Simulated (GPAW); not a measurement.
## Magnetic state of Co2 Re7 Co2 0001 from several starts

Aim: find out whether Co2 Re7 Co2 0001 carries moments, and which collinear order costs least.

Calculated with GPAW 26.7.0; PBE; plane waves with GPAW's PAW setups, scalar-relativistic.

## (1) Starting point

The cell holds 11 atoms: 4 Co and 7 Re. Its edges and angles: a = 2.761 Å, b = 2.761 Å, c = 32.631 Å, α = 90.0°, β = 90.0°, γ = 120.0°. ideal sites on the substrate's mesh, layer spacings from atomic volumes, unrelaxed, 12 A of vacuum. Vacuum lies along c.

## (2) Start 1: ferro ++++

The parallel start comes first: it fits the smallest cell, keeps the most symmetry and shows whether parallel moments form.

Input file order1.py:

```python
import json
import numpy as np
from ase import Atoms
from ase.parallel import paropen, parprint
from gpaw import GPAW

atoms = Atoms(['Co', 'Co', 'Re', 'Re', 'Re', 'Re', 'Re', 'Re', 'Re', 'Co', 'Co'],
    cell=[[2.761, 0.0, 0.0],
         [-1.3805, 2.391096, 0.0],
         [0.0, 0.0, 32.630686]],
    scaled_positions=[[0.0, 0.0, 0.183876],
         [0.333333, 0.666667, 0.235403],
         [0.0, 0.0, 0.295285],
         [0.333333, 0.666667, 0.363524],
         [0.0, 0.0, 0.431762],
         [0.333333, 0.666667, 0.5],
         [0.0, 0.0, 0.568238],
         [0.333333, 0.666667, 0.636476],
         [0.0, 0.0, 0.704715],
         [0.333333, 0.666667, 0.764597],
         [0.0, 0.0, 0.816124]],
    pbc=True,
    magmoms=[1.8, 1.8, 0.0, 0.0, 0.0, 0.0, 0.0, 0.0, 0.0, 1.8, 1.8])
atoms.calc = GPAW(mode={'name': 'pw', 'ecut': 450},
    xc='PBE',
    kpts={'size': (20, 20, 1), 'gamma': True},
    occupations={'name': 'fermi-dirac', 'width': 0.05},
    convergence={'density': 1e-05, 'energy': 1e-05},
    maxiter=200,
    mixer={'name': 'pulay', 'beta': 0.03, 'nmaxold': 8, 'weight': 100},
    symmetry={'tolerance': 1e-4},
    txt='order1.txt')
e = atoms.get_potential_energy(force_consistent=True)
res = {'free_energy': e, 'energy_sigma0': atoms.get_potential_energy(), 'fermi_energy': atoms.calc.get_fermi_level()}
res['moments'] = atoms.get_magnetic_moments().tolist()
res['total'] = atoms.get_magnetic_moment()
parprint('site moments (muB):', np.round(res['moments'], 3))
parprint(f"total moment: {res['total']:.3f} muB")
parprint(f'free energy: {e:.6f} eV')
atoms.calc.write('order1.gpw')
with paropen('results.json', 'w') as f:
    json.dump(res, f)
```

On the command line:

```console
$ OMP_NUM_THREADS=1 mpirun -n 4 gpaw python order1.py > order1.log
```

The next run changes these lines of the input before it:

```diff
@@ -22,3 +22,3 @@
     pbc=True,
-    magmoms=[1.8, 1.8, 0.0, 0.0, 0.0, 0.0, 0.0, 0.0, 0.0, 1.8, 1.8])
+    magmoms=[1.8, 1.8, 0.0, 0.0, 0.0, 0.0, 0.0, 0.0, 0.0, -1.8, -1.8])
 atoms.calc = GPAW(mode={'name': 'pw', 'ecut': 450},
@@ -31,3 +31,3 @@
     symmetry={'tolerance': 1e-4},
-    txt='order1.txt')
+    txt='order2.txt')
 e = atoms.get_potential_energy(force_consistent=True)
@@ -39,3 +39,3 @@
 parprint(f'free energy: {e:.6f} eV')
-atoms.calc.write('order1.gpw')
+atoms.calc.write('order2.gpw')
 with paropen('results.json', 'w') as f:
```

**Question.** What will these runs give for the largest site moment?

Opposed moments of equal size cancel, so the cell has no net moment. Symmetry leaves 6 kinds of site among the 11 atoms, and equivalent atoms carry values of equal size. The lowest state found is antiferromagnetic, reached from the start antiferro ++--, with moments up to 1.87 μB.

- lowest state found: antiferromagnetic (started as antiferro ++--)
- largest site moment: 1.87 μB

The two lowest states lie so close that the mesh, the functional or spin–orbit coupling could swap them. This is the lowest of 2 finished starts, no proof of the ground state.

[Logs and program files are shortened in this print: banners, set-up blocks, solver, clock and traceback lines can be left out without a mark of their own.]

[Logs are printed without paths, hosts, clocks, repeated set-up lines and the standing remarks that a program may print on its own settings, such as how far it seeks lower states.]

[Hosts, paths, dates, database ids (printed as entryN), source tags and the programs' standing remarks are cut or masked in the printed files.]

[Where a cell is said to come from a database of computed structures, the database is the Materials Project.]
